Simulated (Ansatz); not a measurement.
Planning a run of Ansatz 0.2.0 on BiAs (buckled honeycomb monolayer). The input:

```yaml
crystal:
  lattice:
    - [3.9304314177, 0.0, 0.0]
    - [-1.9652157088, 3.4038534556, 0.0]
    - [0.0, 0.0, 26.3]
  atoms:
    - { symbol: As, position: [0.3333333333, 0.6666666667, 0.4706278333] }
    - { symbol: Bi, position: [0.6666666667, 0.3333333333, 0.5293721667] }
  periodic: [true, true, false]
kpoints:
  mp_grid: { grid: [6, 6, 1] }
hamiltonian:
  xc: pbesol
  pseudopotentials: { kind: paw, azcp: { folder: soft_1 }, xc_functional: pbe }
scf:
  occupations: { method: fixed }
gw:
  n_empty_bands: 317
  ecut_chi: 54.0
  qp_bands: [v2, c2]
  qp_kpoints: band_edges
  screening: { model: contour_deformation }
```

```sh
ansatz run input.yaml --threads 4 --pin off --max-ram 17510MiB --backend cpu --events-out ev --progress --plain --runs-dir out
```

Q: Estimate wall time and host memory on 4 threads of Intel Xeon 6975P-C (Granite Rapids), shared host.

It took 45 s; on shared hardware allow 23 s to 91 s. Peak host memory was 3.1 GiB. The sizes that set the cost: 6951 plane waves a state, 7 irreducible k points, 332 bands summed, 337 plane waves in the screening and 10 SCF cycles.

The screening grows as filled bands × empty bands × pairs of k points, times the square of the screening basis for the matrix.

[Paths, hosts, dates, memory and timing lines, banners, echoed tables and standing remarks are left out of the program output.]

[Logs are printed without paths, hosts, clocks, repeated set-up lines and the standing remarks that a program may print on its own settings, such as how far it seeks lower states.]

[Runs of the session that timed out or met a known fault of the program may be left out.]

[Cells called generated may have been cut or substituted from an entry of the Crystallography Open Database or the Materials Project.]

[Hosts, paths, dates, database ids (printed as entryN), source tags and the programs' standing remarks are cut or masked in the printed files.]
